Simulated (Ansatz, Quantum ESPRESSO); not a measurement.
# LiBe3 (Fm-3m): zone-centre phonons, part 2 of 3

Wanted: the vibrations of LiBe3 (Fm-3m) at Γ, by two programs.

Quantum ESPRESSO 7.5; DFT LDA, scalar-relativistic, plane waves, GBRV ultrasoft pseudopotentials.

So far. Step 2 (A first look): No gap opens on this mesh, so smearing is kept; the start stands at -15 GPa. Step 4 (Self-consistent run for the response): The cell stands at -0.042 GPa, close enough for phonons. The relaxed cell has a = 5.136 Å (conventional setting).

The structure was built from a prototype and need not be the compound's stable phase.

**5. Linear response at Γ**

At q = 0 one unit cell holds all displacements; symmetry groups them into irreducible representations that are solved one by one. With smeared occupations no response to a homogeneous field can be asked.

Input file ph.in:

```
phonons
 &inputph
    prefix='x',
    outdir='./tmp',
    fildyn='g.dyn',
    tr2_ph=1.0d-18,
    alpha_mix(1)=0.4,
    nmix_ph=8,
 /
0.000000000000 0.000000000000 0.000000000000
```

Started as:

```bash
$ OMP_NUM_THREADS=1 mpirun -n 4 ph.x -nk 4 -in ph.in > ph.out
```

What it wrote:

```text
[banners, grids, parts of the stress and lines that vanish by symmetry left out]
[banner, memory and clock lines left out]
Program PHONON v.7.5

     ./tmp/x.save/

     IMPORTANT: XC functional enforced from input :
     Exchange-correlation= PZ
                           (   1   1   0   0   0   0   0)
     Any further DFT definition will be discarded
     Please, verify this is what you really want

     G-vector sticks info

     Reading collected, re-writing distributed wavefunctions in ./tmp/

     Number and degeneracy of irreps per q-point
       N         xq(1)         xq(2)         xq(3)   N irreps
       1   0.000000000   0.000000000   0.000000000       4
        3   3   3   3

     Calculation of q =    0.0000000   0.0000000   0.0000000

     phonons

     bravais-lattice index     =            2
     lattice parameter (alat)  =       9.7063  a.u.
     unit-cell volume          =     228.6107 (a.u.)^3
     number of atoms/cell      =            4
     number of atomic types    =            2
     kinetic-energy cut-off    =      45.0000  Ry
     charge density cut-off    =     270.0000  Ry
     convergence threshold     =      1.0E-18
     beta                      =       0.4000
     number of iterations used =            8
     Exchange-correlation= PZ
                           (   1   1   0   0   0   0   0)

     celldm(1)=    9.70627  celldm(2)=    0.00000  celldm(3)=    0.00000
     celldm(4)=    0.00000  celldm(5)=    0.00000  celldm(6)=    0.00000

     crystal axes: (cart. coord. in units of alat)
               a(1) = ( -0.5000  0.0000  0.5000 )
               a(2) = (  0.0000  0.5000  0.5000 )
               a(3) = ( -0.5000  0.5000  0.0000 )

     reciprocal axes: (cart. coord. in units 2 pi/alat)
               b(1) = ( -1.0000 -1.0000  1.0000 )
               b(2) = (  1.0000  1.0000  1.0000 )
               b(3) = ( -1.0000  1.0000 -1.0000 )

     Atoms inside the unit cell:

     Cartesian axes

     site n.  atom      mass           positions (alat units)
        1  Li      6.9400   tau(    1) = (    0.00000    0.00000    0.00000  )
        2  Be      9.0122   tau(    2) = (   -0.50000    0.50000    0.50000  )
        3  Be      9.0122   tau(    3) = (   -0.75000    0.75000    0.75000  )
        4  Be      9.0122   tau(    4) = (   -0.25000    0.25000    0.25000  )

     Computing dynamical matrix for
                    q = (   0.0000000   0.0000000   0.0000000 )

     49 Sym.Ops. (with q -> -q+G )

     G cutoff =  644.3301  (  17153 G-vectors)     FFT grid: ( 36, 36, 36)
     G cutoff =  429.5534  (   9377 G-vectors)  smooth grid: ( 30, 30, 30)

     number of k points=    72  Marzari-Vanderbilt smearing, width (Ry)=  0.0200
                       cart. coord. in units 2pi/alat
        k(    1) = (   0.0000000   0.0000000   0.0000000), wk =   0.0011574
        k(    2) = (  -0.0833333   0.0833333  -0.0833333), wk =   0.0092593
        k(    3) = (  -0.1666667   0.1666667  -0.1666667), wk =   0.0092593
        [... further k-points left out ...]

     PseudoPot. # 1 for Li read from file:
     ./pseudo/Li.upf
     Pseudo is Ultrasoft, Zval =  3.0
     Using radial grid of  751 points,  5 beta functions with:
                l(1) =   0
                l(2) =   0
                l(3) =   0
                l(4) =   1
                l(5) =   1
     Q(r) pseudized with 10 coefficients,  rinner =    1.150   1.150   1.150

     PseudoPot. # 2 for Be read from file:
     ./pseudo/Be.upf
     Pseudo is Ultrasoft, Zval =  4.0
     Using radial grid of  769 points,  6 beta functions with:
                l(1) =   0
                l(2) =   0
                l(3) =   0
                l(4) =   1
                l(5) =   1
                l(6) =   2
     Q(r) pseudized with 10 coefficients,  rinner =    1.000   1.000   1.000
                                                       1.000   1.000

     Mode symmetry, O_h (m-3m)  point group:

     Atomic displacements:
     There are    4 irreducible representations

     Representation     1      3 modes -  To be done

     Representation     2      3 modes -  To be done

     Representation     3      3 modes -  To be done

     Representation     4      3 modes -  To be done

     Alpha used in Ewald sum =   2.7000

     Representation #   1 modes #   1   2   3

     Self-consistent Calculation
      iter #   1   av.it.:   7.3
      thresh= 1.000E-02 alpha_mix =  0.400 |ddv_scf|^2 =  4.778E-07
      iter #   2   av.it.:  12.8
      thresh= 6.913E-05 alpha_mix =  0.400 |ddv_scf|^2 =  7.178E-08
      iter #   3   av.it.:  13.3
      thresh= 2.679E-05 alpha_mix =  0.400 |ddv_scf|^2 =  2.366E-09
      iter #   4   av.it.:  13.8
      thresh= 4.864E-06 alpha_mix =  0.400 |ddv_scf|^2 =  9.007E-13
      iter #   5   av.it.:  13.2
      thresh= 9.490E-08 alpha_mix =  0.400 |ddv_scf|^2 =  2.478E-13
      iter #   6   av.it.:  13.8
      thresh= 4.978E-08 alpha_mix =  0.400 |ddv_scf|^2 =  1.119E-16
      iter #   7   av.it.:  13.4
      thresh= 1.058E-09 alpha_mix =  0.400 |ddv_scf|^2 =  2.120E-17
      iter #   8   av.it.:  13.6
      thresh= 4.605E-10 alpha_mix =  0.400 |ddv_scf|^2 =  1.888E-20

     End of self-consistent calculation

     Convergence has been achieved

     Representation #   2 modes #   4   5   6

     Self-consistent Calculation
      iter #   1   av.it.:   7.0
      thresh= 1.000E-02 alpha_mix =  0.400 |ddv_scf|^2 =  2.203E-07
      iter #   2   av.it.:  13.1
      thresh= 4.694E-05 alpha_mix =  0.400 |ddv_scf|^2 =  5.101E-08
      iter #   3   av.it.:  13.7
      thresh= 2.258E-05 alpha_mix =  0.400 |ddv_scf|^2 =  1.081E-09
      iter #   4   av.it.:  14.4
      thresh= 3.288E-06 alpha_mix =  0.400 |ddv_scf|^2 =  1.485E-11
      iter #   5   av.it.:  14.1
      thresh= 3.853E-07 alpha_mix =  0.400 |ddv_scf|^2 =  3.909E-13
      iter #   6   av.it.:  14.2
      thresh= 6.253E-08 alpha_mix =  0.400 |ddv_scf|^2 =  4.948E-14
[...]
End of self-consistent calculation

     Convergence has been achieved

     Representation #   3 modes #   7   8   9

     Self-consistent Calculation
[...]
End of self-consistent calculation

     Convergence has been achieved

     Representation #   4 modes #  10  11  12

     Self-consistent Calculation
[...]
iter #   3   av.it.:  12.5
      thresh= 1.886E-05 alpha_mix =  0.400 |ddv_scf|^2 =  6.600E-10
      iter #   4   av.it.:  13.6
      thresh= 2.569E-06 alpha_mix =  0.400 |ddv_scf|^2 =  8.938E-12
      iter #   5   av.it.:  13.7
      thresh= 2.990E-07 alpha_mix =  0.400 |ddv_scf|^2 =  2.694E-13
      iter #   6   av.it.:  13.8
      thresh= 5.190E-08 alpha_mix =  0.400 |ddv_scf|^2 =  1.331E-14
      iter #   7   av.it.:  14.5
      thresh= 1.153E-08 alpha_mix =  0.400 |ddv_scf|^2 =  2.235E-17
      iter #   8   av.it.:  13.4
      thresh= 4.727E-10 alpha_mix =  0.400 |ddv_scf|^2 =  6.201E-18
      iter #   9   av.it.:  14.3
      thresh= 2.490E-10 alpha_mix =  0.400 |ddv_scf|^2 =  4.793E-21

     End of self-consistent calculation

     Convergence has been achieved

     Number of q in the star =    1
     List of q in the star:
          1   0.000000000   0.000000000   0.000000000

     Diagonalizing the dynamical matrix

     q = (    0.000000000   0.000000000   0.000000000 )

 **************************************************************************
     freq (    1) =      -0.611349 [THz] =     -20.392391 [cm-1]
     freq (    2) =      -0.611349 [THz] =     -20.392391 [cm-1]
     freq (    3) =      -0.611349 [THz] =     -20.392391 [cm-1]
     freq (    4) =      12.160996 [THz] =     405.647149 [cm-1]
     freq (    5) =      12.160996 [THz] =     405.647149 [cm-1]
     freq (    6) =      12.160996 [THz] =     405.647149 [cm-1]
     freq (    7) =      16.114364 [THz] =     537.517325 [cm-1]
     freq (    8) =      16.114364 [THz] =     537.517325 [cm-1]
     freq (    9) =      16.114364 [THz] =     537.517325 [cm-1]
     freq (   10) =      20.195704 [THz] =     673.656183 [cm-1]
     freq (   11) =      20.195704 [THz] =     673.656183 [cm-1]
     freq (   12) =      20.195704 [THz] =     673.656183 [cm-1]
 **************************************************************************

     Mode symmetry, O_h (m-3m)  point group:

     freq (   1-   3) =        -20.4  [cm-1]   --> T_1u G_15  G_4- I
     freq (   4-   6) =        405.6  [cm-1]   --> T_2g G_25' G_5+ R
     freq (   7-   9) =        537.5  [cm-1]   --> T_1u G_15  G_4- I
     freq (  10-  12) =        673.7  [cm-1]   --> T_1u G_15  G_4- I
```

It took 2.1 min on 4 MPI ranks of Arm Neoverse V2, shared host.

Read from the output:

* largest acoustic frequency at the zone centre before the sum rule: -20.39 cm⁻¹
* highest optical zone-centre mode (no LO-TO term): 673.7 cm⁻¹
* lowest optical zone-centre mode: 405.6 cm⁻¹

The acoustic modes at Γ come out as far as 20.4 cm⁻¹ from zero, where they should vanish, a sizeable error of basis and grid.

**6. Zone-centre analysis**

A rigid shift of the crystal must cost nothing, but grids and finite bases break this; the acoustic sum rule is imposed before the matrix is diagonalised again.

Input file dynmat.in:

```
 &input
    fildyn='g.dyn',
    asr='simple',
    fileig='dynmat.eig',
 /
```

Started as:

```bash
$ dynmat.x -in dynmat.in > dynmat.out
```

What it wrote:

```text
[banner, memory and clock lines left out]
Program DYNMAT v.7.5

     Reading Dynamical Matrix from file g.dyn
     ...Force constants read
     ...epsilon and Z* not read (not found on file)
     A direction for q was not specified:TO-LO splitting will be absent

     Polarizability (A^3 units)
     multiply by 1.000000 for Clausius-Mossotti correction
         0.000000    0.000000    0.000000
         0.000000    0.000000    0.000000
         0.000000    0.000000    0.000000

     IR activities are in (D/A)^2/amu units

# mode   [cm-1]    [THz]      IR
    1     -0.00   -0.0000    0.0000
    2      0.00    0.0000    0.0000
    3      0.00    0.0000    0.0000
    4    406.37   12.1828    0.0000
    5    406.37   12.1828    0.0000
    6    406.37   12.1828    0.0000
    7    537.82   16.1236    0.0000
    8    537.82   16.1236    0.0000
    9    537.82   16.1236    0.0000
   10    673.80   20.2001    0.0000
   11    673.80   20.2001    0.0000
   12    673.80   20.2001    0.0000

[end of the log left out, with the tail of the file of modes that dynmat.x writes under the same name]
```

Run time: 0.47 s. Hardware: 1 thread.

Read from the output:

```yaml
highest_optical_zone_centre_mode_no_lo_to_term: 673.8 cm⁻¹
lowest_optical_zone_centre_mode: 406.4 cm⁻¹
```

Unit eigenvectors of the mass-weighted matrix after the sum rule; no LO-TO term. Modes at Γ, with each element's share of the kinetic energy:

```
mode  frequency (cm⁻¹)  symmetry  Li %  Be %
   1               0.0  acoustic    20    80
   2               0.0  acoustic    20    80
   3               0.0  acoustic    20    80
   4             406.4       T2g     0   100
   5             406.4       T2g     0   100
   6             406.4       T2g     0   100
   7             537.8       T1u    27    73
   8             537.8       T1u    27    73
   9             537.8       T1u    27    73
  10             673.8       T1u    52    48
  11             673.8       T1u    52    48
  12             673.8       T1u    52    48
```

Displacements in mode 6 (406.4 cm⁻¹), the largest set to 1:
```
Li1  0.00  0.00  0.00
Be2  0.00  0.00  0.00
Be3 -0.95  0.40  1.00
Be4  0.95 -0.40 -1.00
```

Displacements in mode 11 (673.8 cm⁻¹), the largest set to 1:
```
Li1  0.00  0.00  1.00
Be2  0.00  0.00  0.32
Be3  0.00  0.00 -0.55
Be4  0.00  0.00 -0.55
```

The rule also moves an optical mode by 0.7 cm⁻¹.

**7. Sum rules set otherwise (asr no)**

Without the rule the raw error of the acoustic modes shows.

Input file dynmat.in:

```
 &input
    fildyn='g.dyn',
    asr='no',
    fileig='dynmat.eig',
 /
```

Started as:

```bash
$ dynmat.x -in dynmat.in > dynmat.out
```

What it wrote:

```text
[banner, memory and clock lines left out]
Program DYNMAT v.7.5

     Reading Dynamical Matrix from file g.dyn
     ...Force constants read
     ...epsilon and Z* not read (not found on file)
     A direction for q was not specified:TO-LO splitting will be absent

     Polarizability (A^3 units)
     multiply by 1.000000 for Clausius-Mossotti correction
         0.000000    0.000000    0.000000
         0.000000    0.000000    0.000000
         0.000000    0.000000    0.000000

     IR activities are in (D/A)^2/amu units

# mode   [cm-1]    [THz]      IR
    1    -20.39   -0.6113    0.0000
    2    -20.39   -0.6113    0.0000
    3    -20.39   -0.6113    0.0000
    4    405.65   12.1610    0.0000
    5    405.65   12.1610    0.0000
    6    405.65   12.1610    0.0000
    7    537.52   16.1144    0.0000
    8    537.52   16.1144    0.0000
    9    537.52   16.1144    0.0000
   10    673.66   20.1957    0.0000
   11    673.66   20.1957    0.0000
   12    673.66   20.1957    0.0000

[end of the log left out, with the tail of the file of modes that dynmat.x writes under the same name]
```

It took 0.47 s on 1 thread.

Read from the output:

* highest optical zone-centre mode (no LO-TO term): 673.7 cm⁻¹
* lowest optical zone-centre mode: 405.6 cm⁻¹

Zone-centre frequencies as printed; negative means imaginary. Modes:

```
mode  frequency (cm⁻¹)
   1            -20.39
   2            -20.39
   3            -20.39
   4             405.6
   5             405.6
   6             405.6
   7             537.5
   8             537.5
   9             537.5
  10             673.7
  11             673.7
  12             673.7
```

Against the first rule no mode moves by more than 20.4 cm⁻¹.

**8. Sum rules set otherwise (asr crystal)**

The rule can be imposed in more than one way; the choices should agree where the raw error is small.

Input file dynmat.in:

```
 &input
    fildyn='g.dyn',
    asr='crystal',
    fileig='dynmat.eig',
 /
```

Started as:

```bash
$ dynmat.x -in dynmat.in > dynmat.out
```

What it wrote:

```text
[banner, memory and clock lines left out]
Program DYNMAT v.7.5

     Reading Dynamical Matrix from file g.dyn
     ...Force constants read
     ...epsilon and Z* not read (not found on file)
     Acoustic Sum Rule: || Z*(ASR) - Z*(orig)|| =    0.000000E+00
     Acoustic Sum Rule: ||dyn(ASR) - dyn(orig)||=    6.772088E-04
     A direction for q was not specified:TO-LO splitting will be absent

     Polarizability (A^3 units)
     multiply by 1.000000 for Clausius-Mossotti correction
         0.000000    0.000000    0.000000
         0.000000    0.000000    0.000000
         0.000000    0.000000    0.000000

     IR activities are in (D/A)^2/amu units

# mode   [cm-1]    [THz]      IR
    1     -0.00   -0.0000    0.0000
    2      0.00    0.0000    0.0000
    3      0.00    0.0000    0.0000
    4    405.65   12.1610    0.0000
    5    405.65   12.1610    0.0000
    6    405.65   12.1610    0.0000
    7    537.50   16.1138    0.0000
    8    537.50   16.1138    0.0000
    9    537.50   16.1138    0.0000
   10    673.62   20.1946    0.0000
   11    673.62   20.1946    0.0000
   12    673.62   20.1946    0.0000

   )
[end of the log left out, with the tail of the file of modes that dynmat.x writes under the same name]
```

The job ended after 0.47 s (1 thread).

Read from the output:

* highest optical zone-centre mode (no LO-TO term): 673.6 cm⁻¹

Zone-centre frequencies as printed; negative means imaginary. Modes:

```
mode  frequency (cm⁻¹)
   1                 0
   2                 0
   3                 0
   4             405.6
   5             405.6
   6             405.6
   7             537.5
   8             537.5
   9             537.5
  10             673.6
  11             673.6
  12             673.6
```

Against the first rule no mode moves by more than 0.8 cm⁻¹.

[end of part 2 of 3]

[Host names and launcher messages were left out of these logs when they were recorded.]

[Logs are printed without paths, hosts, clocks, repeated set-up lines and the standing remarks that a program may print on its own settings, such as how far it seeks lower states.]

[Hosts, paths, dates, database ids (printed as entryN), source tags and the programs' standing remarks are cut or masked in the printed files.]
